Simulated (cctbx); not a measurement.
# What is wrong with this refinement?

Cell a = 4.3680 Å, b = 4.3680 Å, c = 4.3680 Å, α = 90.00°, β = 90.00°, γ = 90.00°; space group Pm-3m (no. 221). The compound is SrCe.

Simulated single-crystal data (cctbx): synchrotron X-rays, λ = 0.6889 Å, to d = 0.6 Å, 70 % of the full sphere, strongest reflection 70000 counts, noise from counting, a 2 % proportional error and a noise floor of 2 counts (s.d.); no absorption.

An anisotropic refinement with weights 1/σ² prints:

```text
Rint 0.018, 63 unique reflections to 0.61 A
cycle     R1     wR2    GooF  max shift (A)
   1  0.0191  0.0517   7.665   0.00000
   2  0.0057  0.0139   2.063   0.00000
final R1 0.0057 wR2 0.0139 GooF 2.063  parameters 2  data/parameter 31.5
atom        x        y        z      Ueq    occ   su(xyz)  su(Uiso or U11)
Ce1    0.50000  0.50000  0.50000   0.0119  1.000  0.00000  0.0001
Sr1    0.00000  0.00000  0.00000   0.0113  1.000  0.00000  0.0001
difference map: max 0.22 min -0.92 rms 0.07
Q1    0.0000  0.0000  0.3354    6    0.22  1.46 A from Sr1
Q2    0.1311  0.5000  0.5000    6    0.14  1.61 A from Ce1
Q3    0.1173  0.1173  0.1173    8    0.11  0.89 A from Sr1
Q4    0.3972  0.3972  0.3972    8    0.08  0.78 A from Ce1
Q5    0.0000  0.0000  0.5000    3    0.08  2.18 A from Sr1
Q6    0.0000  0.2415  0.4044   24    0.06  2.06 A from Sr1
```

**Question.** Can this result stand? If not, what is the likely fault?

Mend it. The fault: dispersion terms of the wrong wavelength (1.54184 Å). Against the right model at the same level, R1 goes from 0.0024 to 0.0057 and GooF from 0.84 to 2.06 and a hole of -0.9 e/Å³ opens. f′ and f″ must be those of the data's wavelength; the error mimics a mistyped heavy atom. The signs are weak, and the output alone doesn't single this fault out.

The compound is SrCe. The right model at the same level gives:

```text
Rint 0.018, 63 unique reflections to 0.61 A
cycle     R1     wR2    GooF  max shift (A)
   1  0.0024  0.0057   0.845   0.00000
final R1 0.0024 wR2 0.0057 GooF 0.843  parameters 2  data/parameter 31.5
atom        x        y        z      Ueq    occ   su(xyz)  su(Uiso or U11)
Ce1    0.50000  0.50000  0.50000   0.0108  1.000  0.00000  0.0000
Sr1    0.00000  0.00000  0.00000   0.0113  1.000  0.00000  0.0000
difference map: max 0.20 min -0.07 rms 0.03
Q1    0.0000  0.0000  0.3301    6    0.20  1.44 A from Sr1
Q2    0.1229  0.5000  0.5000    6    0.14  1.65 A from Ce1
Q3    0.0000  0.0000  0.1321    6    0.09  0.58 A from Sr1
Q4    0.3950  0.3950  0.3950    8    0.08  0.79 A from Ce1
Q5    0.0000  0.0000  0.5000    3    0.07  2.18 A from Sr1
Q6    0.1100  0.1100  0.1100    8    0.07  0.83 A from Sr1
```

The model was made for the exercise: a known structure type with other elements put in, its volume estimated, not relaxed; displacement parameters are assumed.

[Middle refinement cycles are left out of these outputs.]

[Logs are printed without paths, hosts, clocks, repeated set-up lines and the standing remarks that a program may print on its own settings, such as how far it seeks lower states.]
